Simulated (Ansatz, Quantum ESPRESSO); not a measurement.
# MgO(001): the 4πα/A, ions held at a withheld member of a series

How the rows were computed: Quantum ESPRESSO 7.5, PBE, GBRV ultrasoft. Free-standing symmetric slabs with 16 Å of vacuum in the starting cell; all atoms relax without a field to tight forces. A sawtooth field of 0.1 V/Å with dipole correction is then applied with the ions held (f1) and with the ions free (r1). Fixed occupations. The slabs take the lattice constants of the bulk relaxed by the same program. The series steps the number of layers.

| number of layers | 4πα/A, ions held (Å) |
| --- | --- |
| 3 layers | 5.399 |
| 4 layers | 6.874 |
| 5 layers | 8.353 |
| 6 layers | 9.828 |
| 7 layers | 11.307 |
| 8 layers | 12.765 |

One more run was made and is withheld. What is the 4πα/A, ions held at 9 layers?

**Worked estimate.** The rows at 7 layers and 8 layers give a slope of (12.765 − (11.307))/(8 − (7)) = 1.458, so a straight line gives 14.223 Å. A parabola through these and the row at 6 layers gives 14.202 Å.

**The withheld run.** 14.244 Å. The line misses by −0.021 and the parabola by −0.042 Å. Both misses are under 5 % of the step from the nearer row.

**Limits.** Surface layers answer otherwise than the interior, so permittivities come from the slope against thickness; semilocal gaps overscreen; 1×1 cells forbid distortions that need a larger cell.
